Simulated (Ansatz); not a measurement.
**How many bands does the GW gap of GaSi2P (zincblende [110] superlattice) (Pmn2_1) need?**

Wanted: a G0W0 gap for GaSi2P (zincblende [110] superlattice) (Pmn2_1) that is converged in bands and cutoff, or an estimate of the limit.

Program: Ansatz 0.2.0. Level of theory: G0W0 on PBEsol, plane waves, PAW; PAW set soft_1. Results are calculated unless marked as measured.

The structure was built from a prototype and need not be the compound's stable phase.

### 1. Set-up

It takes space group Pmn2_1 (No. 31, orthorhombic). The conventional cell has a = 3.842 Å, b = 7.684 Å, c = 5.438 Å, α = 90.00°, β = 90.00°, γ = 90.00°. Ga has 3 P at 2.37 Å and 1 Si at 2.41 Å nearest. P has 1 Si at 2.27 Å and 3 Ga at 2.37 Å nearest. Si has 1 P at 2.27 Å and 3 Si at 2.35 Å nearest. Nearest to Si lie 3 Si at 2.35 Å and 1 Ga at 2.41 Å. It derives from GaP. Farther neighbours are not listed.

As a file:

```cif
data_structure
_symmetry_space_group_name_H-M 'Pmn2_1'
_symmetry_Int_Tables_number 31
_cell_length_a 3.8422
_cell_length_b 7.6838
_cell_length_c 5.4375
_cell_angle_alpha 90.000
_cell_angle_beta 90.000
_cell_angle_gamma 90.000
_cell_volume 160.53
loop_
_atom_site_label
_atom_site_type_symbol
_atom_site_symmetry_multiplicity
_atom_site_Wyckoff_symbol
_atom_site_fract_x
_atom_site_fract_y
_atom_site_fract_z
_atom_site_occupancy
Ga1 Ga 2 a 0.00000 0.63097 0.01055 1
P1 P 2 a 0.50000 0.62423 0.26586 1
Si1 Si 2 a 0.00000 0.12535 0.98756 1
Si2 Si 2 a 0.50000 0.12302 0.23603 1
```

The structure was relaxed with PBEsol. The runs that relaxed it are not among those shown.

### 2. 290 empty bands, screening to 86 eV

Now the one-shot GW correction: screening in the RPA, then the self-energy of the levels asked for. This step takes PAW set soft_1 files.

Contents of input.yaml:

```yaml
crystal:
  lattice:
    - [3.8421553024, 0.0, 0.0]
    - [0.0, 5.4375168448, -2.7834e-06]
    - [0.0, -3.9364e-06, 7.6837588716]
  atoms:
    - { symbol: Ga, position: [0.0, 0.0105503467, 0.1195680423] }
    - { symbol: P, position: [0.5, 0.265858019, 0.1263065394] }
    - { symbol: Ga, position: [0.5, 0.5105504621, 0.3815065334] }
    - { symbol: P, position: [0.0, 0.7658579839, 0.3747682615] }
    - { symbol: Si, position: [0.0, -0.0124352107, 0.625188481] }
    - { symbol: Si, position: [0.5, 0.2360271271, 0.6275191079] }
    - { symbol: Si, position: [0.5, 0.4875643784, 0.8758866051] }
    - { symbol: Si, position: [0.0, 0.7360268935, 0.873555144] }
kpoints:
  mp_grid: { grid: [6, 4, 4] }
hamiltonian:
  xc: pbesol
  pseudopotentials: { kind: paw, azcp: { folder: soft_1 }, xc_functional: pbe }
scf:
  occupations: { method: fixed }
gw:
  n_empty_bands: 290
  ecut_chi: 86
  qp_bands: [v2, c2]
  qp_kpoints: band_edges
  screening: { model: contour_deformation }
```

On the command line:

```console
$ ansatz run input.yaml --threads 32 --pin off --max-ram 82944MiB --backend cuda --events-out ev --progress --plain --runs-dir out --devices 1 --max-vram 78GiB
```

Numbers of over 12 decimals in the logs are rounded to 6 here.

The log of the run:

```text
Warning: the atoms were moved onto the symmetric positions of the space group found under crystal.symmetry.tolerance 1.0e-5 (fractional; no operation is sought that the atoms, as they stand in a round, miss by more than twice it, and no atom is moved by as much as it), and the run uses the moved positions. Before a round's move an operation carried an atom to 3.85e-6 Å from where it should land, the largest such dist [...]
GPUs: using 1 of 1 available (devices: 1).
Engine: ansatz 0.2.0, aarch64-unknown-linux-gnu
Pseudopotentials: kind: paw
Pseudopotential: Ga, paw, valence charge 13, recommended cutoff 420 eV (normal), soft_1/Ga.paw.azcp
Pseudopotential: P, paw, valence charge 5, recommended cutoff 420 eV (normal), soft_1/P.paw.azcp
Pseudopotential: Si, paw, valence charge 4, recommended cutoff 420 eV (normal), soft_1/Si.paw.azcp
Functional definition: PBEsol
  exchange = pbesol_x
  correlation = pbesol_c
concurrent solve slots: 18 of 32 are kept, ahead of what memory takes: no pass of the eigensolver takes more rounds on 18
[...]
Crystal: 8 atoms, lattice volume = 160.527 Å³
Basis set: ecut = 420 eV, 3115 PW (Γ)
[...]
SCF 1 converged in 8 iterations: F = -11453.883925 eV  dr2 = 9.65e-8
[...]
SCF converged after 8 iterations
[...]
0    28      7.7250    -6.9687    -3.6981   -10.9041  0.7797     7.9629     7.9623  root
     1    25      6.2224   -15.0421     1.0484   -13.6870  0.7620     5.9148     5.9157  root
     1    26      6.6647   -15.4393     1.0859   -14.0330  0.7625     6.3434     6.3444  root
     1    27      7.7428    -6.4934    -3.7534   -10.4507  0.7789     7.9472     7.9467  root
     1    28      8.7400    -7.2346    -3.9755   -11.4943  0.7733     9.0252     9.0242  root
     2    25      6.2443   -16.2978     1.3163   -14.6555  0.7609     5.9171     5.9182  root
     2    26      6.5046   -14.9857     1.1018   -13.5568  0.7606     6.1764     6.1775  root
     2    27      7.9197    -6.3376    -3.8171   -10.3686  0.7760     8.1341     8.1336  root
     2    28      8.4114    -7.0577    -3.8846   -11.1906  0.7804     8.6604     8.6596  root
     3    25      5.9961   -14.5361     1.0650   -13.1591  0.7617     5.6831     5.6841  root
     3    26      6.0927   -14.9849     1.2158   -13.4392  0.7594     5.7616     5.7628  root
     3    27      7.5598    -6.9682    -3.5933   -10.7690  0.7801     7.7678     7.7674  root
     3    28      8.4207    -6.6450    -3.9382   -10.8364  0.7765     8.6746     8.6738  root
     4    25      6.0834   -14.9855     1.2265   -13.4271  0.7589     5.7502     5.7514  root
     4    26      6.1857   -15.0275     1.0428   -13.6836  0.7623     5.8837     5.8846  root
     4    27      7.9563    -6.7527    -3.7503   -10.7161  0.7769     8.1699     8.1694  root
     4    28      8.6025    -8.6151    -3.8434   -12.8013  0.7707     8.9466     8.9452  root
     6    25      5.8390   -14.9367     1.2695   -13.3176  0.7587     5.4879     5.4893  root
     6    26      5.8390   -14.9367     1.2695   -13.3176  0.7587     5.4879     5.4893  root
     6    27      7.7705    -7.8022    -3.6408   -11.6940  0.7761     8.0221     8.0215  root
     6    28      7.7705    -7.8022    -3.6408   -11.6940  0.7761     8.0221     8.0215  root
     9    25      5.9382   -15.0061     1.1529   -13.5399  0.7599     5.6239     5.6250  root
     9    26      6.5120   -15.0547     0.9823   -13.7679  0.7648     6.2067     6.2075  root
     9    27      7.8701    -6.9648    -3.6861   -10.8726  0.7804     8.0923     8.0918  root
[...]
28    25      4.9874   -14.6577     1.5393   -12.7529  0.7502     4.6199     4.6219  root
    28    26      4.9874   -14.6577     1.5393   -12.7529  0.7502     4.6199     4.6219  root
    28    27      7.8802    -7.0030    -3.6736   -10.8805  0.7791     8.0844     8.0840  root
    28    28      7.8802    -7.0030    -3.6736   -10.8805  0.7791     8.0844     8.0840  root
    33    25      5.5318   -15.1305     1.4088   -13.3714  0.7564     5.1798     5.1814  root
    33    26      5.5318   -15.1305     1.4088   -13.3714  0.7564     5.1798     5.1814  root
    33    27      8.1431    -8.9573    -3.7350   -13.0521  0.7750     8.5043     8.5029  root
    33    28      8.1431    -8.9573    -3.7350   -13.0521  0.7750     8.5043     8.5029  root
```

Run time: 14 s. Hardware: 1 × NVIDIA GB200 (shared by 2 runs) with 32 threads of Arm Neoverse V2, shared host; peak memory 2.4 GiB.

This step gave:

| Property | Result |
| --- | --- |
| bands summed | 316 |
| RPA ε∞ on this mesh (eigenvalues) | 12.01, 12.83, 12.95 |
| plane waves in the screening matrix | 279 |
| q-points in the mesh | 96 |
| G0W0 gap on the mesh | 1.323 eV |
| k of the valence top | 0, 0, 0 |
| k of the conduction bottom | -0.5, 0, 0 |
| starting gap on the mesh | 0.8219 eV |
| Z at the valence top | 0.7632 |
| Z at the conduction bottom | 0.7825 |
| least direct G0W0 gap on the computed points | 1.342 eV |

The gap on the mesh goes from 0.82 eV to 1.32 eV, a correction of +0.50 eV. Between the two edge states, bare exchange in place of the xc potential would open the gap by 5.20 eV, and correlation takes back 4.71 eV.

### 3. 710 empty bands, screening to 156 eV

Another rung: the empty bands reach about as high as the screening cutoff, so the two stay in balance.

Edit input.yaml of step 2 so:

```diff
@@ -22,4 +22,4 @@
 gw:
-  n_empty_bands: 290
-  ecut_chi: 86
+  n_empty_bands: 710
+  ecut_chi: 156.0
   qp_bands: [v2, c2]
```

The log of the run:

```text
[...]
GPUs: using 1 of 1 available (devices: 1).
[...]
Crystal: 8 atoms, lattice volume = 160.527 Å³
Basis set: ecut = 420 eV, 3115 PW (Γ)
[...]
SCF 1 converged in 8 iterations: F = -11453.883925 eV  dr2 = 9.65e-8
[...]
SCF converged after 8 iterations
[...]
0    28      7.7250    -6.9687    -3.8244   -10.9041  0.7792     7.8362     7.8360  root
     1    25      6.2224   -15.0421     0.8479   -13.6870  0.7608     5.7126     5.7153  root
     1    26      6.6647   -15.4393     0.8720   -14.0330  0.7611     6.1277     6.1305  root
     1    27      7.7428    -6.4934    -3.8686   -10.4507  0.7783     7.8316     7.8315  root
     1    28      8.7400    -7.2346    -4.1185   -11.4943  0.7727     8.8814     8.8811  root
     2    25      6.2443   -16.2978     1.0992   -14.6555  0.7594     5.6978     5.7011  root
     2    26      6.5046   -14.9857     0.8940   -13.5568  0.7594     5.9668     5.9697  root
     2    27      7.9197    -6.3376    -3.9338   -10.3686  0.7755     8.0170     8.0168  root
[...]
33    25      5.5318   -15.1305     1.2146   -13.3714  0.7554     4.9833     4.9872  root
    33    26      5.5318   -15.1305     1.2146   -13.3714  0.7554     4.9833     4.9872  root
    33    27      8.1431    -8.9573    -3.9167   -13.0521  0.7742     8.3215     8.3212  root
    33    28      8.1431    -8.9573    -3.9167   -13.0521  0.7742     8.3215     8.3212  root
```

Wall time 71 s (1 × NVIDIA GB200 (shared by 2 runs) with 32 threads); peak memory 5.3 GiB; 4.4 min of CPU time.

This step gave:

```
bands summed                                 : 736
RPA ε∞ on this mesh (eigenvalues)            : 12.01, 12.82, 12.94
plane waves in the screening matrix          : 719
q-points in the mesh                         : 96
G0W0 gap on the mesh                         : 1.428 eV
k of the valence top                         : 0, 0, 0
k of the conduction bottom                   : -0.5, 0, 0
starting gap on the mesh                     : 0.8219 eV
Z at the valence top                         : 0.7618
Z at the conduction bottom                   : 0.7820
least direct G0W0 gap on the computed points : 1.444 eV
```

Against the run with 6×4×4 mesh, 290 empty bands, screening to 86 eV, PAW set soft_1 files, the gap moves by +0.10 eV.

### 4. Convergence and cost

Times are wall times on 1 × NVIDIA GB200 (shared by 2 runs) with 32 threads of Arm Neoverse V2, shared host, good to a factor of about two.

| mesh | files | frequency | bands summed | cutoff (eV) | start (eV) | G0W0 (eV) | time | host memory (GiB) |
| --- | --- | --- | --- | --- | --- | --- | --- | --- |
| 6×4×4 | PAW set soft_1 | contour deformation | 316 | 86 | 0.822 | 1.323 | 14 s | 2.4 |
| 6×4×4 | PAW set soft_1 | contour deformation | 736 | 156 | 0.822 | 1.428 | 71 s | 5.3 |

The parts of the quasiparticle energy at the two band edges (eV; QP = start + Σx + Σc − Vxc):

| run | edge | start | Σx | Σc | Vxc | Z | QP |
| --- | --- | --- | --- | --- | --- | --- | --- |
| 316 bands | valence top | 6.74 | -15.50 | 1.06 | -14.12 | 0.76 | 6.42 |
| 316 bands | conduction bottom | 7.57 | -6.60 | -3.64 | -10.42 | 0.78 | 7.74 |
| 736 bands | valence top | 6.74 | -15.50 | 0.85 | -14.12 | 0.76 | 6.20 |
| 736 bands | conduction bottom | 7.57 | -6.60 | -3.75 | -10.42 | 0.78 | 7.63 |

### 5. Summary of results

```json
{
 "316 bands, 86 eV": "1.323 eV",
 "736 bands, 156 eV": "1.428 eV",
 "estimated limit in bands and cutoff": "1.51 eV",
 "mesh and start": "6×4×4, PBEsol"
}
```

A line in one over the bands through the two rungs gives 1.51 eV, +0.08 eV from the top rung; with two points alone it is an unchecked estimate. The rungs stand 0.18 eV (316 bands) and 0.08 eV (736 bands) from it. From 316 to 736 bands the gap moves by +0.10 eV while the time grows 5.0-fold. Σc changes by −0.21 eV at the valence top and −0.11 eV at the conduction bottom, so both edges matter. The 6×4×4 mesh misses a band edge: over a band path and its finer mesh (run apart) the PBEsol gap is 0.78 eV, so the G0W0 gap over the zone may lie about 0.05 eV below its value on the mesh. The 6×4×4 mesh is coarse for this cell (its supercell is 22 Å along the shortest edge). The RPA ε∞ on it, from the PBEsol start, is 12.01, 12.82 and 12.94; such meshes misread the long-range screening, most where the gap is narrow. The many-body steps are scalar-relativistic: spin-orbit coupling is not in them.

[Paths, hosts, dates, memory and timing lines, banners, echoed tables and standing remarks are left out of the program output.]

[Logs are printed without paths, hosts, clocks, repeated set-up lines and the standing remarks that a program may print on its own settings, such as how far it seeks lower states.]

[Runs of the session that timed out or met a known fault of the program may be left out.]

[Cells called generated may have been cut or substituted from an entry of the Crystallography Open Database or the Materials Project.]

[Hosts, paths, dates, database ids (printed as entryN), source tags and the programs' standing remarks are cut or masked in the printed files.]
